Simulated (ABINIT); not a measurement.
## Cs2InAgCl6 (Fm-3m): a self-consistent loop beyond G0W0, cycle by cycle

How far does self-consistency move the gap of Cs2InAgCl6 (Fm-3m)?

Method: PBEsol and many-body steps on it, plane waves, in ABINIT 10.8.3.

**Experimental background.**

- Gap 3.3 eV: optical gap from absorption onset near 380 nm, assigned as direct at Gamma; diffuse reflectance with Kubelka-Munk analysis; powder (“Cs2InAgCl6: A new lead-free halide double perovskite with direct band gap”, 2016, arxiv:1611.05426).

**1. Set-up**

The structure is cubic, space group Fm-3m (No. 225). Conventional cell: a = 10.469 Å, b = 10.469 Å, c = 10.469 Å, α = 90.00°, β = 90.00°, γ = 90.00°. Nearest to Cs lie 12 Cl at 3.70 Å. Nearest to In lie 6 Cl at 2.51 Å. Nearest to Ag lie 6 Cl at 2.72 Å. Nearest to Cl lie 1 In at 2.51 Å and 1 Ag at 2.72 Å and 4 Cs at 3.70 Å. Farther neighbours and most contacts between anions are not listed.

The cell and positions come from the Crystallography Open Database and are kept as given unless a step says otherwise. Spin-orbit coupling is left out unless a step names it.

**2. Empty states on the mesh, 2×2×2 mesh, 264 bands**

This step: ABINIT 10.8.3; DFT, PBEsol, plane waves, norm-conserving pseudopotentials.

The sums over transitions need many empty states on a uniform mesh; this step solves for them.

run.abi reads:

```
acell 3*1.0 Angstrom
rprim 
  0.000000000000 5.234500000000 5.234500000000
  5.234500000000 0.000000000000 5.234500000000
  5.234500000000 5.234500000000 0.000000000000
ntypat 4
znucl 55 49 47 17
natom 10
typat 1 1 2 3 4 4 4 4 4 4
xred 
  0.250000000000 0.250000000000 0.250000000000
  0.750000000000 0.750000000000 0.750000000000
  0.000000000000 0.000000000000 0.000000000000
  0.500000000000 0.500000000000 0.500000000000
  0.760210000000 0.239790000000 0.239790000000
  0.239790000000 0.760210000000 0.239790000000
  0.239790000000 0.760210000000 0.760210000000
  0.760210000000 0.239790000000 0.760210000000
  0.239790000000 0.239790000000 0.760210000000
  0.760210000000 0.760210000000 0.239790000000
pp_dirpath "pseudos"
pseudos "Cs.upf, In.upf, Ag.upf, Cl.upf"
ecut 39
ngkpt 2 2 2
nshiftk 1
shiftk 0 0 0
kptopt 1
chksymbreak 0
iscf -2
irdden 1
istwfk *1
nband 264
nbdbuf 24
tolwfr 1e-09
nstep 60
prtvol 0
indata_prefix "in"
outdata_prefix "out"
tmpdata_prefix "tmp"
```

The run is started by

```
$ OMP_NUM_THREADS=2 mpirun -n 3 abinit run.abi > log
```

Numbers of over 12 decimals in the logs are rounded to 6 here.

Output:

```text
.Version 10.8.3 of ABINIT. v10.8.2 released Aug 2026.

 Symmetries : space group Fm -3 m (#225); Bravais cF (face-center cubic)
[... echo of the input left out ...]
== DATASET  1 ==================================================================
-   mpi_nproc: 3, omp_nthreads: 2 (-1 if OMP is not activated)

--- !DatasetInfo
iteration_state: {dtset: 1, }
dimensions: {natom: 10, nkpt: 3, mband: 264, nsppol: 1, nspinor: 1, nspden: 1, mpw: 22556, }
cutoff_energies: {ecut:  39.0, pawecutdg:  -1.0, }
[...]
1.57024    1.57149    1.57153    1.57160    1.58830    1.58831    1.58841    1.59084
   1.59087    1.59102    1.59441    1.61660    1.61808    1.61963    1.62830    1.63247
 prteigrs : prtvol=0 or 1, do not print more k-points.

== END DATASET(S) ==============================================================
================================================================================

 -outvars: echo values of variables after computation  --------
            nband         264
             nkpt           3
          spgroup         225
 [... the other variables as echoed above ...]

 Calculation completed.
```

It took 3.9 min on 3 MPI ranks of Arm Neoverse V2, shared host; peak memory 0.73 GiB; 17 min of CPU time.

Numbers from this step:

* gap: 1.045 eV
* k of the valence top: 0, 0, 0
* k of the conduction bottom: 0, 0, 0
* least direct gap: 1.045 eV
* k points computed: 3
* lowest point of the top converged band, above the valence top: 37.88 eV

On this mesh the gap is 1.045 eV.

The density comes from a self-consistent run that is not shown.

**3. Screening, 2×2×2 mesh, 240 bands, screening to 106.1 eV**

The RPA dielectric matrix is built and inverted for each q.

This step: RPA screening on PBEsol, plane waves, norm-conserving pseudopotentials.

run.abi, as its differences from that of step 2:

```diff
@@ -28,10 +28,11 @@
 chksymbreak 0
-iscf -2
-irdden 1
 istwfk *1
-nband 264
-nbdbuf 24
-tolwfr 1e-09
-nstep 60
-prtvol 0
+occopt 1
+irdwfk 1
+optdriver 3
+nband 240
+ecuteps 3.9
+inclvkb 2
+awtr 1
+symchi 1
 indata_prefix "in"
```

The run is started by

```
$ OMP_NUM_THREADS=1 mpirun -n 8 abinit run.abi > log
```

Output:

```text
.Version 10.8.3 of ABINIT. v10.8.2 released Aug 2026.

 Symmetries : space group Fm -3 m (#225); Bravais cF (face-center cubic)
[... echo of the input left out ...]
== DATASET  1 ==================================================================
-   mpi_nproc: 8, omp_nthreads: 1 (-1 if OMP is not activated)

--- !DatasetInfo
iteration_state: {dtset: 1, }
dimensions: {natom: 10, nkpt: 3, mband: 240, nsppol: 1, nspinor: 1, nspden: 1, mpw: 22556, }
cutoff_energies: {ecut:  39.0, pawecutdg:  -1.0, }
electrons: {nelect:   1.00000000E+02, charge:   0.00000000E+00, occopt:   1.00000000E+00, tsmear:   1.00000000E-02, }

 SCREENING: Calculation of the susceptibility and dielectric matrices

 Based on a program developped by R.W. Godby, V. Olevano, G. Onida, and L. Reining.
 Incorporated in ABINIT by V. Olevano, G.-M. Rignanese, and M. Torrent.
.Using double precision arithmetic ; gwpc =  8

[... cell and pseudopotentials left out ...]
--------------------------------------------------------------------------------

 ==== K-mesh for the wavefunctions ====
 Number of points in the irreducible wedge :     3
[... list of points left out ...]
 Together with 48 symmetry operations and time-reversal symmetry
 yields     8 points in the full Brillouin Zone.

 ==== Q-mesh for the screening function ====
 Number of points in the irreducible wedge :     3
[... list of points left out ...]
 Together with 48 symmetry operations and time-reversal symmetry
 yields     8 points in the full Brillouin Zone.

 setmesh: FFT mesh size selected  =    54x   54x   54
          total number of points  =       157464

 vcoul_init : cutoff-mode = AUXILIARY_FUNCTION
 q-points for optical limit:   1
     1)      0.000010    0.000020    0.000030

- screening: taking advantage of time-reversal symmetry
- Maximum band index for partially occupied states nbvw = 50
- Remaining bands to be divided among processors   nbcw = 190
- Number of bands treated by each node ~23

 Number of electrons calculated from density =  100.0000; Expected =  100.0000
 average of density, n =  0.051659
 r_s =    1.6657
 omega_plasma =   21.9245 [eV]

 calculating chi0 at frequencies [eV] :
  1    0.000000E+00    0.000000E+00
  2    0.000000E+00    2.192449E+01

--------------------------------------------------------------------------------
  q-point number  1        q = ( 0.000000, 0.000000, 0.000000) [r.l.u.]
--------------------------------------------------------------------------------
[... chi0 elements left out ...]
 For q-point:  0.000010 0.000020 0.000030
  dielectric constant =   4.0583
  dielectric constant without local fields =   4.5648

  Average fulfillment of the sum rule on Im[epsilon] for q-point    1 :     52.27  [%]
[... wings left out ...]
  q-point number  2        q = ( 0.500000, 0.000000, 0.000000) [r.l.u.]
--------------------------------------------------------------------------------
[... chi0 elements left out ...]
  Average fulfillment of the sum rule on Im[epsilon] for q-point    2 :     56.91  [%]

 [... 1 further q-points ...]
```

Run time: 2.5 min. Hardware: 8 MPI ranks; peak memory 9.7 GiB.

This step gave:

- ε∞ with local fields, on this mesh, along the program's q direction: 4.058
- the same without local fields: 4.565
- plasma frequency: 21.92 eV
- plane waves in the screening matrix: 725

Local fields lower ε∞ by 11 %. On a Γ-centred mesh this coarse the value itself is usually too large, while a short band sum pulls it down.

**4. G0W0**

The self-energy is evaluated for the states that the input lists, and the levels follow from it, in one-shot runs by the linearised quasiparticle equation.

This step: G0W0 on PBEsol, plane waves, norm-conserving pseudopotentials.

run.abi, as its differences from that of step 3:

```diff
@@ -31,8 +31,15 @@
 irdwfk 1
-optdriver 3
+optdriver 4
 nband 240
+gwcalctyp 0
+ecutsigx 39
+symsigma 1
+nkptgw 1
+kptgw 
+  0.0000000000 0.0000000000 0.0000000000
+bdgw 
+  49 52
 ecuteps 3.9
-inclvkb 2
-awtr 1
-symchi 1
+irdscr 1
+ppmodel 1
 indata_prefix "in"
```

Output:

```text
.Version 10.8.3 of ABINIT. v10.8.2 released Aug 2026.

 Symmetries : space group Fm -3 m (#225); Bravais cF (face-center cubic)
[... echo of the input left out ...]
== DATASET  1 ==================================================================
-   mpi_nproc: 8, omp_nthreads: 1 (-1 if OMP is not activated)

--- !DatasetInfo
iteration_state: {dtset: 1, }
dimensions: {natom: 10, nkpt: 3, mband: 240, nsppol: 1, nspinor: 1, nspden: 1, mpw: 22556, }
cutoff_energies: {ecut:  39.0, pawecutdg:  -1.0, }
electrons: {nelect:   1.00000000E+02, charge:   0.00000000E+00, occopt:   1.00000000E+00, tsmear:   1.00000000E-02, }

 SIGMA: Calculation of the GW corrections

 Based on a program developped by R.W. Godby, V. Olevano, G. Onida, and L. Reining.
 Incorporated in ABINIT by V. Olevano, G.-M. Rignanese, and M. Torrent.
.Using double precision arithmetic ; gwpc =  8

[... cell and pseudopotentials left out ...]
--------------------------------------------------------------------------------

 ==== K-mesh for the wavefunctions ====
 Number of points in the irreducible wedge :     3
[... list of points left out ...]
 Together with 48 symmetry operations and time-reversal symmetry
 yields     8 points in the full Brillouin Zone.

 ==== Q-mesh for screening function ====
 Number of points in the irreducible wedge :     3
[... list of points left out ...]
 Together with 48 symmetry operations and time-reversal symmetry
 yields     8 points in the full Brillouin Zone.

 vcoul_init : cutoff-mode = AUXILIARY_FUNCTION
 q-points for optical limit:   1
     1)      0.000010    0.000020    0.000030
 setmesh: FFT mesh size selected  =    80x   80x   80
          total number of points  =       512000

 Number of electrons calculated from density =  100.0000; Expected =  100.0000
 average of density, n =  0.051659
 r_s =    1.6657
 omega_plasma =   21.9245 [eV]

 === KS Band Gaps ===
  >>>> For spin  1
   Minimum direct gap =   1.0449 [eV], located at k-point      :   0.0000  0.0000  0.0000
   Fundamental gap    =   1.0449 [eV], Top of valence bands at :   0.0000  0.0000  0.0000
                                       Bottom of conduction at :   0.0000  0.0000  0.0000
 SIGMA fundamental parameters:
 PLASMON POLE MODEL  1
 number of plane-waves for SigmaX                22419
 number of plane-waves for SigmaC and W            725
 number of plane-waves for wavefunctions         22419
 number of bands                                   240
 number of independent spin polarizations            1
 number of spinorial components                      1
 number of k-points in IBZ                           3
 number of q-points in IBZ                           3
 number of symmetry operations                      48
 number of k-points in BZ                            8
 number of q-points in BZ                            8
 number of frequencies for dSigma/dE                 9
 frequency step for dSigma/dE [eV]                0.25
 number of omega for Sigma on real axis              0
 max omega for Sigma on real axis  [eV]           0.00
 zcut for avoiding poles [eV]                     0.10

 EPSILON^-1 parameters (SCR file):
 dimension of the eps^-1 matrix on file            725
 dimension of the eps^-1 matrix used               725
 number of plane-waves for wavefunctions         22419
 number of bands                                   240
 number of q-points in IBZ                           3
 number of frequencies                               2
 number of real frequencies                          1
 number of imag frequencies                          1

 matrix elements of self-energy operator (all in [eV])

 Perturbative Calculation

--- !SelfEnergy_ee
iteration_state: {dtset: 1, }
kpoint     : [   0.000,    0.000,    0.000, ]
spin       : 1
KS_gap     :    1.045
QP_gap     :    2.999
Delta_QP_KS:    1.954
data: !SigmaeeData |
     Band     E0 <VxcDFT>   SigX SigC(E0)      Z dSigC/dE  Sig(E)    E-E0       E
       49   2.083 -20.268 -24.588   3.682   0.790  -0.267 -20.771  -0.504   1.580
       50   2.083 -20.268 -24.588   3.682   0.790  -0.267 -20.771  -0.504   1.580
       51   3.128 -12.732  -8.349  -2.632   0.829  -0.207 -11.281   1.450   4.579
       52   7.166  -7.707  -3.464  -3.127   0.857  -0.167  -6.751   0.956   8.121

== END DATASET(S) ==============================================================
================================================================================

 -outvars: echo values of variables after computation  --------
           etotal      0.0000000000E+00
            nband         240
             nkpt           3
          spgroup         225
 [... the other variables as echoed above ...]

 Calculation completed.
```

Run time: 14 s. Hardware: 8 MPI ranks; peak memory 5.3 GiB.

This step gave:

```yaml
g0w0_gap_on_the_points_computed: 2.999 eV
starting_gap_on_the_mesh: 1.045 eV
k_of_the_valence_top: 0, 0, 0
k_of_the_conduction_bottom: 0, 0, 0
z_at_the_valence_top: 0.79
z_at_the_conduction_bottom: 0.829
least_direct_g0w0_gap_on_the_computed_points: 2.999 eV
```

The gap on the mesh goes from 1.04 eV to 3.00 eV, a correction of +1.95 eV.

**5. evGW0, cycle 1**

This step: evGW0 on PBEsol, plane waves, norm-conserving pseudopotentials.

run.abi, as its differences from that of step 4:

```diff
@@ -33,10 +33,14 @@
 nband 240
-gwcalctyp 0
+gwcalctyp 10
 ecutsigx 39
 symsigma 1
-nkptgw 1
+nkptgw 3
 kptgw 
   0.0000000000 0.0000000000 0.0000000000
+  0.5000000000 0.0000000000 0.0000000000
+  0.5000000000 0.5000000000 0.0000000000
 bdgw 
-  49 52
+  22 67
+  22 67
+  22 67
 ecuteps 3.9
```

Output:

```text
.Version 10.8.3 of ABINIT. v10.8.2 released Aug 2026.

 Symmetries : space group Fm -3 m (#225); Bravais cF (face-center cubic)
[... echo of the input left out ...]
== DATASET  1 ==================================================================
-   mpi_nproc: 8, omp_nthreads: 1 (-1 if OMP is not activated)

--- !DatasetInfo
iteration_state: {dtset: 1, }
dimensions: {natom: 10, nkpt: 3, mband: 240, nsppol: 1, nspinor: 1, nspden: 1, mpw: 22556, }
cutoff_energies: {ecut:  39.0, pawecutdg:  -1.0, }
electrons: {nelect:   1.00000000E+02, charge:   0.00000000E+00, occopt:   1.00000000E+00, tsmear:   1.00000000E-02, }

 SIGMA: Calculation of the GW corrections

 Based on a program developped by R.W. Godby, V. Olevano, G. Onida, and L. Reining.
 Incorporated in ABINIT by V. Olevano, G.-M. Rignanese, and M. Torrent.
.Using double precision arithmetic ; gwpc =  8

[... cell and pseudopotentials left out ...]
--------------------------------------------------------------------------------

 ==== K-mesh for the wavefunctions ====
 Number of points in the irreducible wedge :     3
[... list of points left out ...]
 Together with 48 symmetry operations and time-reversal symmetry
 yields     8 points in the full Brillouin Zone.

 ==== Q-mesh for screening function ====
 Number of points in the irreducible wedge :     3
[... list of points left out ...]
 Together with 48 symmetry operations and time-reversal symmetry
 yields     8 points in the full Brillouin Zone.

 vcoul_init : cutoff-mode = AUXILIARY_FUNCTION
 q-points for optical limit:   1
     1)      0.000010    0.000020    0.000030
 setmesh: FFT mesh size selected  =    80x   80x   80
          total number of points  =       512000

 Number of electrons calculated from density =  100.0000; Expected =  100.0000
[...]
--- !SelfEnergy_ee
iteration_state: {dtset: 1, }
kpoint     : [   0.500,    0.000,    0.000, ]
spin       : 1
KS_gap     :    3.474
QP_gap     :    5.584
Delta_QP_KS:    2.111
data: !SigmaeeData |
     Band     E_DFT   <VxcDFT>   E(N-1)  <Hhartree>   SigX  SigC[E(N-1)]    Z     dSigC/dE  Sig[E(N)]  DeltaE  E(N)_pert E(N)_diago
[...]
--- !SelfEnergy_ee
iteration_state: {dtset: 1, }
kpoint     : [   0.500,    0.500,    0.000, ]
spin       : 1
KS_gap     :    3.572
QP_gap     :    5.519
Delta_QP_KS:    1.947
data: !SigmaeeData |
     Band     E_DFT   <VxcDFT>   E(N-1)  <Hhartree>   SigX  SigC[E(N-1)]    Z     dSigC/dE  Sig[E(N)]  DeltaE  E(N)_pert E(N)_diago
[...]
66    10.341    -9.834    10.341    20.175    -4.956    -3.179     0.843    -0.186    -8.401     1.433    11.774    12.040
       67    10.368   -10.135    10.368    20.503    -4.989    -3.492     0.827    -0.209    -8.767     1.369    11.736    12.040

 New Fermi energy :        1.162684E-01 Ha ,    3.163823E+00 eV

 === QP Band Gaps ===
  >>>> For spin  1
   Minimum direct gap =   3.4329 [eV], located at k-point      :   0.0000  0.0000  0.0000
   Fundamental gap    =   3.4295 [eV], Top of valence bands at :   0.5000  0.5000  0.0000
                                       Bottom of conduction at :   0.0000  0.0000  0.0000

 writing QP data on file : out_QPS

 Convergence of QP corrections
 >>>>> For spin  1 <<<<<
.  kptgw no:  1; Maximum DeltaE = (  -0.779  -0.000) for band index: 41
.  kptgw no:  2; Maximum DeltaE = (  -0.985   0.000) for band index: 46
.  kptgw no:  3; Maximum DeltaE = (  -1.045   0.000) for band index: 38

== END DATASET(S) ==============================================================
================================================================================

 -outvars: echo values of variables after computation  --------
           etotal      0.0000000000E+00
            nband         240
             nkpt           3
          spgroup         225
 [... the other variables as echoed above ...]

 Calculation completed.
```

Run time: 5.9 min. Hardware: 8 MPI ranks; peak memory 16 GiB.

This step gave:

| Item | Value |
| --- | --- |
| quasiparticle gap on the points computed | 3.430 eV |
| gap of the density functional on the mesh | 1.045 eV |
| k of the valence top | 0.5, 0.5, 0 |
| k of the conduction bottom | 0, 0, 0 |
| Z at the valence top | 0.79 |
| Z at the conduction bottom | 0.829 |
| least direct quasiparticle gap on the computed points | 3.433 eV |

Against G0W0 in ABINIT (2×2×2 mesh, 240 bands, screening to 106.1 eV, Godby-Needs plasmon pole), the gap moves by +0.431 eV. This first cycle still uses the starting levels; it takes the full correction, at all points of the mesh, and its linearised value is 2.997 eV.

**6. evGW0, cycle 2**

The corrected levels of the last cycle go back in.

run.abi, as its differences from that of step 5:

```diff
@@ -48,2 +48,3 @@
 ppmodel 1
+irdqps 1
 indata_prefix "in"
```

Output:

```text
.Version 10.8.3 of ABINIT. v10.8.2 released Aug 2026.

 Symmetries : space group Fm -3 m (#225); Bravais cF (face-center cubic)
[... echo of the input left out ...]
== DATASET  1 ==================================================================
-   mpi_nproc: 8, omp_nthreads: 1 (-1 if OMP is not activated)

--- !DatasetInfo
iteration_state: {dtset: 1, }
dimensions: {natom: 10, nkpt: 3, mband: 240, nsppol: 1, nspinor: 1, nspden: 1, mpw: 22556, }
cutoff_energies: {ecut:  39.0, pawecutdg:  -1.0, }
[...]
Convergence of QP corrections
 >>>>> For spin  1 <<<<<
.  kptgw no:  1; Maximum DeltaE = (   0.017  -0.000) for band index: 41
.  kptgw no:  2; Maximum DeltaE = (   0.029  -0.000) for band index: 45
.  kptgw no:  3; Maximum DeltaE = (   0.084   0.000) for band index: 40

== END DATASET(S) ==============================================================
================================================================================

 -outvars: echo values of variables after computation  --------
           etotal      0.0000000000E+00
            nband         240
             nkpt           3
          spgroup         225
 [... the other variables as echoed above ...]

 Calculation completed.
```

The job ended after 5.9 min (8 MPI ranks; peak memory 16 GiB; 47 min of CPU time).

Numbers from this step:

| Property | Result |
| --- | --- |
| quasiparticle gap on the points computed | 3.247 eV |
| gap of the density functional on the mesh | 1.045 eV |
| k of the valence top | 0.5, 0.5, 0 |
| k of the conduction bottom | 0, 0, 0 |
| least direct quasiparticle gap on the computed points | 3.25 eV |

Against the cycle before, the gap moves by −0.183 eV.

[end of part 1 of 3]

[Paths, hosts, dates, memory and timing lines, banners, echoed tables and standing remarks are left out of the program output.]

[Logs are printed without paths, hosts, clocks, repeated set-up lines and the standing remarks that a program may print on its own settings, such as how far it seeks lower states.]

[Runs of the session that timed out or met a known fault of the program may be left out.]

[Hosts, paths, dates, database ids (printed as entryN), source tags and the programs' standing remarks are cut or masked in the printed files.]

[G0W0 gaps are taken among the corrected bands and points alone; a level outside them can change the order at an edge.]

[Where Ansatz stands beside ABINIT at settings called matched, ABINIT's density can come from a denser mesh and the files from another edition; pairs whose starting gaps differed by over 0.03 eV were left out, so agreement reads better than it is.]
